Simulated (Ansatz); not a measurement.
# The perfect V wire along [111], 19 atoms a period

Wanted: the relaxed geometry and the bands of the V wire along [111], 19 atoms a period.

Calculated with Ansatz 0.2.0; DFT PBE, plane waves, PAW; relaxation of a wire's period; PAW set soft_1, in the first sound run; inputs show where later runs differ.

## 1. The structure

The cell holds 19 atoms: 19 V. Cell: a = 15.257 Å, b = 16.565 Å, c = 2.589 Å, α = 90.0°, β = 90.0°, γ = 90.0°. Vacuum lies along a and b. The structure's axis is c.

## 2. Relaxing the period

Band widths follow the bond lengths, so the wire is relaxed first. The atoms and the third cell vector are free; the box across stays fixed as vacuum. A Fermi-Dirac smearing is set since the result may be a metal. The pressure printed is a third of the stress's trace over the whole box, vacuum included; only the stress along the axis is relaxed.

input.yaml reads:

```yaml
crystal:
  lattice:
    - [15.257, 0.0, 0.0]
    - [0.0, 16.565, 0.0]
    - [0.0, 0.0, 2.5894159573]
  atoms:
    - { symbol: V, position: [0.222848529, 0.500009028, 0.0] }
    - { symbol: V, position: [0.361424217, 0.721076771, 0.0] }
    - { symbol: V, position: [0.499999905, 0.500009028, 0.0] }
    - { symbol: V, position: [0.638575593, 0.721076771, 0.0] }
    - { symbol: V, position: [0.222848529, 0.647387524, 0.333333333] }
    - { symbol: V, position: [0.361424217, 0.426319781, 0.333333333] }
    - { symbol: V, position: [0.499999905, 0.205252037, 0.333333333] }
    - { symbol: V, position: [0.499999905, 0.647387524, 0.333333333] }
    - { symbol: V, position: [0.638575593, 0.426319781, 0.333333333] }
    - { symbol: V, position: [0.777151282, 0.647387524, 0.333333333] }
    - { symbol: V, position: [0.222848529, 0.352630533, 0.666666667] }
    - { symbol: V, position: [0.361424217, 0.573698276, 0.666666667] }
    - { symbol: V, position: [0.499999905, 0.352630533, 0.666666667] }
    - { symbol: V, position: [0.499999905, 0.794766019, 0.666666667] }
    - { symbol: V, position: [0.638575593, 0.573698276, 0.666666667] }
    - { symbol: V, position: [0.777151282, 0.352630533, 0.666666667] }
    - { symbol: V, position: [0.361424217, 0.278941285, 0.0] }
    - { symbol: V, position: [0.638575593, 0.278941285, 0.0] }
    - { symbol: V, position: [0.777151282, 0.500009028, 0.0] }
kpoints:
  mp_grid: { grid: [1, 1, 31] }
scf:
  occupations: { method: fermi_dirac, width: 0.05 }
hamiltonian:
  xc: pbe
  pseudopotentials: { kind: paw, azcp: { folder: soft_1 } }
relax:
  cell: { fix: [a, b, alpha, beta, gamma] }
  max_steps: 45
  f_tol: 0.03
```

On the command line:

```
ansatz run input.yaml --threads 4 --pin off --max-ram 16384MiB --backend cpu --events-out ev --progress --plain --runs-dir out
```

Numbers of over 12 decimals in the logs are rounded to 6 here.

Log:

```text
Engine: ansatz 0.2.0, x86_64-unknown-linux-gnu
Pseudopotentials: kind: paw
Pseudopotential: V, paw, valence charge 13, recommended cutoff 420 eV (normal), soft_1/V.paw.azcp
Functional definition: PBE
  parameter kappa = 0.804
  parameter beta = 0.066725
  exchange = pbe_x(kappa = kappa, mu = beta*pi^2/3)
  correlation = pbe_c(beta = beta)
Crystal: 19 atoms, lattice volume = 654.429 Å³
Basis set: ecut = 420 eV, 12829 PW (Γ), exchange–correlation on 216×240×36 points (8 copies of the dense FFT grid, shifted against one another)
Bands: 149, of which v1, the nominal top of the filled ones, is band 124 counted from 1 (123 counted from 0)
Symmetry: 4 space group operations
Space group: P2/m (ITA 10), of the structure as read, at distance tolerance 8.7e-5 Å
k-points: 16 of 31
Non-local potential: V, projectors of the file, l = 0: 3, l = 1: 2, l = 2: 3, l = 3: 1
PAW form: soft (Blöchl's): semilocal exchange-correlation on the pseudo side does not see the compensation charge
PAW one-centre angular grid: V, 590 points (default); XC on 64 Gauss nodes
Initial density: superposition of atomic densities (neutral atoms: chi_scale 0, normalization atom)
Initial wavefunctions: pseudopotential atomic-orbital guess
Functional: x = pbe(κ = 0.804, μ = 0.219515), c = pbe(β = 0.066725)
SCF iter   1: F=—  HF=-55349.669390 eV  |F-HF|=—  |Δ(HF+E_count)|=         —  Δρ=8.48e-2  dr2=4.79e2  ethr=3.10e-3  ⟨swp⟩=10.7  Hψ=11189  notcnv=0
preconditioner: auto → LDOS  [metal: Δε(μ)=0.013 eV  Ē_g=3.373 eV  σ=0.050 eV  W_gap=0.06  n_scr=110 (ndim 8)  ℏωp=14.1 eV  f_vac=0.460  D(μ)=18.26/eV (n_scr^D=100)  β→1.0]
SCF iter   2: F=—  HF=-55393.635430 eV  |F-HF|=—  |Δ(HF+E_count)|=    4.40e1  Δρ=2.17e-1  dr2=2.73e3  ethr=3.10e-3  ⟨swp⟩=15.1  Hψ=18394  notcnv=0  defer=27  recentre
SCF iter   3: F=—  HF=-55326.283010 eV  |F-HF|=—  |Δ(HF+E_count)|=    6.74e1  Δρ=4.60e-2  dr2=1.41e2  ethr=3.10e-3  ⟨swp⟩=8.9  Hψ=12712  notcnv=0  defer=19
SCF iter   4: F=—  HF=-55321.059249 eV  |F-HF|=—  |Δ(HF+E_count)|=    5.22e0  Δρ=1.69e-2  dr2=9.16e0  ethr=3.10e-3  ⟨swp⟩=7.3  Hψ=5557  notcnv=0  defer=32
SCF iter   5: F=—  HF=-55320.525373 eV  |F-HF|=—  |Δ(HF+E_count)|=   5.34e-1  Δρ=4.72e-3  dr2=2.40e-1  ethr=3.10e-3  ⟨swp⟩=3.4  Hψ=4093  notcnv=0  defer=30
SCF iter   6: F=—  HF=-55320.514620 eV  |F-HF|=—  |Δ(HF+E_count)|=   1.08e-2  Δρ=2.58e-3  dr2=1.14e-1  ethr=9.70e-5  ⟨swp⟩=7.2  Hψ=5164  notcnv=0  defer=31
SCF iter   7: F=—  HF=-55320.513243 eV  |F-HF|=—  |Δ(HF+E_count)|=   1.38e-3  Δρ=1.38e-3  dr2=1.35e-1  ethr=4.63e-5  ⟨swp⟩=2.7  Hψ=3429  notcnv=0  defer=23
SCF iter   8: F=—  HF=-55320.511199 eV  |F-HF|=—  |Δ(HF+E_count)|=   2.04e-3  Δρ=8.88e-4  dr2=3.02e-2  ethr=4.63e-5  ⟨swp⟩=1.5  Hψ=2381  notcnv=0  defer=22
SCF iter   9: F=—  HF=-55320.510856 eV  |F-HF|=—  |Δ(HF+E_count)|=   3.43e-4  Δρ=2.17e-4  dr2=1.14e-3  ethr=1.22e-5  ⟨swp⟩=2.1  Hψ=2520  notcnv=0  defer=21
SCF iter  10: F=—  HF=-55320.510819 eV  |F-HF|=—  |Δ(HF+E_count)|=   3.71e-5  Δρ=1.38e-4  dr2=6.36e-4  ethr=4.63e-7  ⟨swp⟩=2.3  Hψ=3174  notcnv=0  defer=21
SCF iter  11: F=—  HF=-55320.510824 eV  |F-HF|=—  |Δ(HF+E_count)|=   5.51e-6  Δρ=5.97e-5  dr2=1.38e-4  ethr=2.58e-7  ⟨swp⟩=1.8  Hψ=2458  notcnv=0  defer=21
SCF iter  12: F=—  HF=-55320.510804 eV  |F-HF|=—  |Δ(HF+E_count)|=   2.03e-5  Δρ=2.57e-5  dr2=3.77e-5  ethr=5.59e-8  ⟨swp⟩=1.9  Hψ=2463  notcnv=0  defer=21
SCF iter  13: F=—  HF=-55320.511607 eV  |F-HF|=—  |Δ(HF+E_count)|=   8.03e-4  Δρ=1.22e-5  dr2=3.07e-6  ethr=1.52e-8  ⟨swp⟩=2.1  Hψ=2993  notcnv=0  defer=20
SCF iter  14: F=-55320.511607 eV  HF=-55320.511607 eV  |F-HF|=1.21e-8  |Δ(HF+E_count)|=   9.67e-8  Δρ=1.90e-6  dr2=3.79e-8  ethr=4.05e-11  ⟨swp⟩=4.9  Hψ=9646  notcnv=0
SCF 1 converged in 14 iterations: F = -55320.511607 eV  dr2 = 3.79e-8
  greatest PAW one-centre occupation: 1.000 electrons in one spin orbital (limit 2), on the V atom at site 2 (counted from 0), in its partial waves of l = 0
relax step   1: F+E_penalty+E_count = -55320.51160666 eV  Δ(F+E_penalty+E_count) = +0.000e0 eV  max|allowed force component| = 1.211e0 eV/Å  Δτ_max = 0.0000 Å  P = -4.409 GPa  Ω = 654.429 Å³  fix = [a, b, alpha, beta, gamma]  reactions: a -3.999, b -4.033 GPa; alpha -0.001 GPa/rad  (14 SCF iters, dr2 threshold 1.00e-7 eV, accepted)
Crystal: 19 atoms, lattice volume = 636.431 Å³
Basis set: ecut = 420 eV, 12441 PW (Γ), exchange–correlation on 216×240×36 points (8 copies of the dense FFT grid, shifted against one another)
Initial density: handed on by an earlier stage of this run
Initial wavefunctions: those handed on with the density
SCF iter   1: F=—  HF=-55322.432826 eV  |F-HF|=—  |Δ(HF+E_count)|=         —  Δρ=2.42e-2  dr2=2.35e1  ethr=3.10e-3  ⟨swp⟩=13.0  Hψ=12637  notcnv=0  defer=2
preconditioner: auto → LDOS  [metal: Δε(μ)=0.013 eV  Ē_g=2.780 eV  σ=0.050 eV  W_gap=0.06  n_scr=110 (ndim 8)  ℏωp=14.3 eV  f_vac=0.510  D(μ)=24.79/eV (n_scr^D=182)  β→1.0]
SCF iter   2: F=—  HF=-55322.209353 eV  |F-HF|=—  |Δ(HF+E_count)|=   2.23e-1  Δρ=1.55e-2  dr2=1.17e1  ethr=3.10e-3  ⟨swp⟩=3.7  Hψ=4101  notcnv=0  defer=56
SCF iter   3: F=—  HF=-55321.507052 eV  |F-HF|=—  |Δ(HF+E_count)|=   7.02e-1  Δρ=2.16e-3  dr2=5.51e-2  ethr=3.10e-3  ⟨swp⟩=2.2  Hψ=3399  notcnv=0  defer=56
SCF iter   4: F=—  HF=-55321.519742 eV  |F-HF|=—  |Δ(HF+E_count)|=   1.27e-2  Δρ=1.15e-3  dr2=1.01e-2  ethr=2.23e-5  ⟨swp⟩=3.8  Hψ=5452  notcnv=0  defer=56
SCF iter   5: F=—  HF=-55321.520762 eV  |F-HF|=—  |Δ(HF+E_count)|=   1.02e-3  Δρ=3.18e-4  dr2=1.56e-3  ethr=4.09e-6  ⟨swp⟩=2.0  Hψ=3229  notcnv=0  defer=56
SCF iter   6: F=—  HF=-55321.521712 eV  |F-HF|=—  |Δ(HF+E_count)|=   9.50e-4  Δρ=1.17e-4  dr2=2.60e-4  ethr=6.33e-7  ⟨swp⟩=2.0  Hψ=3105  notcnv=0  defer=56
SCF iter   7: F=—  HF=-55321.521763 eV  |F-HF|=—  |Δ(HF+E_count)|=   5.14e-5  Δρ=5.95e-5  dr2=4.92e-5  ethr=1.05e-7  ⟨swp⟩=2.0  Hψ=3111  notcnv=0  defer=56
SCF iter   8: F=—  HF=-55321.521773 eV  |F-HF|=—  |Δ(HF+E_count)|=   9.79e-6  Δρ=4.66e-5  dr2=3.51e-5  ethr=1.99e-8  ⟨swp⟩=2.7  Hψ=3640  notcnv=0  defer=56
SCF iter   9: F=—  HF=-55321.521772 eV  |F-HF|=—  |Δ(HF+E_count)|=   1.19e-6  Δρ=1.06e-5  dr2=2.61e-6  ethr=1.42e-8  ⟨swp⟩=1.8  Hψ=2682  notcnv=0  defer=56
SCF iter  10: F=-55321.521772 eV  HF=-55321.521772 eV  |F-HF|=6.77e-8  |Δ(HF+E_count)|=   3.68e-7  Δρ=3.62e-6  dr2=1.81e-7  ethr=7.69e-10  ⟨swp⟩=4.4  Hψ=6517  notcnv=0
SCF 2 converged in 10 iterations: F = -55321.521772 eV  dr2 = 1.81e-7
[...]
relax step   6: F+E_penalty+E_count = -55321.56888113 eV  Δ(F+E_penalty+E_count) = -1.117e-3 eV  max|allowed force component| = 1.150e-2 eV/Å  Δτ_max = 0.0041 Å  P = -0.038 GPa  Ω = 631.962 Å³  energy of the carried Pulay correction = +8.414e-3 eV  fix = [a, b, alpha, beta, gamma]  reactions: a -0.030, b -0.006 GPa; alpha +0.001 GPa/rad  (8 SCF iters, dr2 threshold 2.93e-8 eV, accepted)
[...]
relax step   7: F+E_penalty+E_count = -55321.57156668 eV  Δ(F+E_penalty+E_count) = -2.686e-3 eV  max|allowed force component| = 7.092e-3 eV/Å  Δτ_max = 0.0144 Å  P = -0.031 GPa  Ω = 628.875 Å³  energy of the carried Pulay correction = +9.593e-3 eV  fix = [a, b, alpha, beta, gamma]  reactions: a -0.066, b -0.030 GPa; alpha -0.002 GPa/rad  (9 SCF iters, dr2 threshold 1.59e-8 eV, accepted)
Initial wavefunctions: pseudopotential atomic-orbital guess (no wavefunctions were taken with the density)
iter 1 solved again at ethr=2.04e-6 eV; its pass at ethr=3.10e-3 eV (dr2=5.04e-3 eV) is discarded
SCF iter   1: F=—  HF=-55321.560895 eV  |F-HF|=—  |Δ(HF+E_count)|=         —  Δρ=7.11e-5  dr2=4.97e-6  ethr=2.04e-6  ⟨swp⟩=4.3  Hψ=17025  notcnv=0
eigensolver tolerance schedule: the retry pair's looser diagonalisation over-reported the residual by 1013.58 of it (diagonalisation noise at 2.01 of the residual, at the tolerance the schedule requests for it); recorded, not acted on — ethr = c·dr2/N_el stays at c = 1.0e-1
preconditioner: auto → LDOS  [metal: Δε(μ)=0.004 eV  Ē_g=2.684 eV  σ=0.050 eV  W_gap=0.02  n_scr=110 (ndim 8)  ℏωp=14.4 eV  f_vac=0.500  D(μ)=32.43/eV (n_scr^D=304)  β→1.0]
SCF iter   2: F=—  HF=-55321.561325 eV  |F-HF|=—  |Δ(HF+E_count)|=   4.31e-4  Δρ=6.23e-5  dr2=3.12e-5  ethr=2.01e-9  ⟨swp⟩=3.8  Hψ=5543  notcnv=0
SCF iter   3: F=—  HF=-55321.561320 eV  |F-HF|=—  |Δ(HF+E_count)|=   5.15e-6  Δρ=2.60e-5  dr2=6.12e-6  ethr=2.01e-9  ⟨swp⟩=2.9  Hψ=4508  notcnv=0
SCF iter   4: F=—  HF=-55321.561319 eV  |F-HF|=—  |Δ(HF+E_count)|=   7.74e-7  Δρ=6.06e-6  dr2=2.31e-7  ethr=2.01e-9  ⟨swp⟩=3.1  Hψ=5227  notcnv=0
SCF iter   5: F=—  HF=-55321.561319 eV  |F-HF|=—  |Δ(HF+E_count)|=   5.00e-8  Δρ=2.31e-6  dr2=9.76e-8  ethr=9.36e-11  ⟨swp⟩=2.5  Hψ=3972  notcnv=0
SCF iter   6: F=—  HF=-55321.561319 eV  |F-HF|=—  |Δ(HF+E_count)|=   9.26e-9  Δρ=6.86e-7  dr2=8.32e-9  ethr=3.95e-11  ⟨swp⟩=2.0  Hψ=3018  notcnv=0
SCF iter   7: F=—  HF=-55321.561319 eV  |F-HF|=—  |Δ(HF+E_count)|=  6.69e-10  Δρ=4.90e-7  dr2=2.75e-9  ethr=3.37e-12  ⟨swp⟩=2.8  Hψ=3916  notcnv=0
SCF iter   8: F=—  HF=-55321.561319 eV  |F-HF|=—  |Δ(HF+E_count)|=  1.89e-10  Δρ=1.21e-7  dr2=2.11e-10  ethr=1.11e-12  ⟨swp⟩=2.0  Hψ=3158  notcnv=0
SCF iter   9: F=-55321.561319 eV  HF=-55321.561319 eV  |F-HF|=9.46e-11  |Δ(HF+E_count)|=  7.28e-11  Δρ=5.83e-8  dr2=3.27e-11  ethr=1.00e-12  ⟨swp⟩=4.9  Hψ=7317  notcnv=0
SCF 8 converged in 9 iterations: F = -55321.561319 eV  dr2 = 3.27e-11
relax step   8: F+E_penalty+E_count = -55321.56131920 eV  Δ(F+E_penalty+E_count) = +1.025e-2 eV  max|allowed force component| = 7.113e-3 eV/Å  Δτ_max = 0.0000 Å  P = -0.021 GPa  Ω = 628.875 Å³  fix = [a, b, alpha, beta, gamma]  reactions: a -0.057, b -0.018 GPa; alpha -0.002 GPa/rad  stress off target by 1.10e-2 GPa on what of the cell is left free  SCF on the basis re-selected at this cell (its energy is not comparable with the rows above)  (9 SCF iters)
basis re-selected at this cell: Δ(F+E_penalty+E_count) = +1.025e-2 eV, ΔP = +0.010 GPa vs the last step (what re-selecting the basis moved, of the pressure what is left beyond the Pulay correction that the steps carried, after the strain that the cell walked since its last selection, with what the two solves' SCF thresholds leave and, on support functions, any second-order correction that the steps lacked; it is no m [...]
SCF converged after 9 iterations
Free energy (F): -55321.561319 eV
Harris-Foulkes:  -55321.561319 eV  (|F-HF|=9.46e-11)
Internal energy: -55321.302028 eV  (E = F + TS)
E sigma→0 (E₀):  -55321.431673 eV
Entropy (-TS):   -0.259291 eV (-13.647 meV/atom)
Fermi energy:    4.523499 eV
--- Per-component energies (eV) ---
  E_band       = -5730.424636
  E_kinetic    = 5620.673866
  E_local      = -157432.425720  (includes V_loc(G=0)·N_el)
  E_nonlocal   = 1581.131383
  E_hartree    = 75651.685703
  E_xc         = -2175.353536
  E_vxc        = -2750.992125  (∫ρ·V_xc dr)
  E_paw        = -21396.242792  (= ΣΔE_a)
  E_vpaw       = -4052.202910  (= ΣTr[D̂ρ^β])
  E_aug_tail   = 0.020044  (compensation charges beyond the density's cutoff)
  E_ewald      = 42829.209025
  E_smearing   = -0.259291  (= −TS)
  E_closure    = -0.000000  (closes the sum)
  Σ components = -55321.561319   (vs F -55321.561319, Δ=0.00e0)
--- Forces (eV/Å), atoms counted from 1 ---
  atom   1  V     -0.00185829     0.00000000     0.00000000
  atom   2  V     -0.00336137     0.00255522     0.00035643
  atom   3  V      0.00000000     0.00000000     0.00000000
  atom   4  V      0.00336137     0.00255522     0.00035643
  atom   5  V      0.00282886     0.00033958     0.00568221
  atom   6  V     -0.00643898    -0.00187815     0.00711340
  atom   7  V     -0.00000000     0.00149659     0.00554135
  atom   8  V     -0.00000000     0.00638580     0.00658438
  atom   9  V      0.00643898    -0.00187815     0.00711340
  atom  10  V     -0.00282886     0.00033958     0.00568221
  atom  11  V      0.00282886    -0.00033958    -0.00568221
  atom  12  V     -0.00643898     0.00187815    -0.00711340
  atom  13  V      0.00000000    -0.00638580    -0.00658438
  atom  14  V      0.00000000    -0.00149659    -0.00554135
  atom  15  V      0.00643898     0.00187815    -0.00711340
  atom  16  V     -0.00282886    -0.00033958    -0.00568221
  atom  17  V     -0.00336137    -0.00255522    -0.00035643
  atom  18  V      0.00336137    -0.00255522    -0.00035643
  atom  19  V      0.00185829    -0.00000000    -0.00000000
  max |Σ_I F_I| component: 2.72e-18 eV/Å
--- Stress (GPa, compression-positive) ---
       -0.056733       0.000000       0.000000
        0.000000      -0.017535       0.002026
        0.000000       0.002026       0.010970
  P = ⅓ Tr σ = -0.0211 GPa (-0.211 kbar)
--- Relaxed structure (7 steps of the walk, 7 accepted, 1 SCFs on fresh bases) ---
  F+E_penalty+E_count = -55321.56131920 eV   max|allowed force component| = 7.113e-3 eV/Å   (the final SCF, on the basis selected at the relaxed cell)
  cell:  # Å, volume = 628.8753 Å³
    - [15.257, 0, 0]
    - [0, 16.565, 0]
    - [0, 0, 2.488307]
  atoms:
    - { symbol: V, position: [0.222929, 0.500000, 5.974814375184037e-19] }
    - { symbol: V, position: [0.361774, 0.720437, -0.000670054] }
    - { symbol: V, position: [0.5, 0.500000, 5.974814375184035e-19] }
    - { symbol: V, position: [0.638226, 0.720437, -0.000670054] }
    - { symbol: V, position: [0.230423, 0.642867, 0.286958] }
    - { symbol: V, position: [0.361655, 0.426532, 0.344342] }
    - { symbol: V, position: [0.5, 0.213765, 0.287664] }
    - { symbol: V, position: [0.5, 0.646981, 0.343362] }
    - { symbol: V, position: [0.638345, 0.426532, 0.344342] }
    - { symbol: V, position: [0.769577, 0.642867, 0.286958] }
    - { symbol: V, position: [0.230423, 0.357133, 0.713042] }
    - { symbol: V, position: [0.361655, 0.573468, 0.655658] }
    - { symbol: V, position: [0.5, 0.353019, 0.656638] }
    - { symbol: V, position: [0.5, 0.786235, 0.712336] }
    - { symbol: V, position: [0.638345, 0.573468, 0.655658] }
    - { symbol: V, position: [0.769577, 0.357133, 0.713042] }
    - { symbol: V, position: [0.361774, 0.279563, 0.000670054] }
    - { symbol: V, position: [0.638226, 0.279563, 0.000670054] }
    - { symbol: V, position: [0.777071, 0.500000, 5.974814375184032e-19] }
```

Elapsed: 5 min, on 4 threads of Intel Xeon Platinum 8259CL at 2.50GHz (Skylake/Cascade Lake), shared host; peak memory 3 GiB; 19 min of CPU time.

This run has no spin polarisation, although V can carry a moment.

[end of part 1 of 2]

[Logs are printed without paths, hosts, clocks, repeated set-up lines and the standing remarks that a program may print on its own settings, such as how far it seeks lower states.]

[Hosts, paths, dates, database ids (printed as entryN), source tags and the programs' standing remarks are cut or masked in the printed files.]
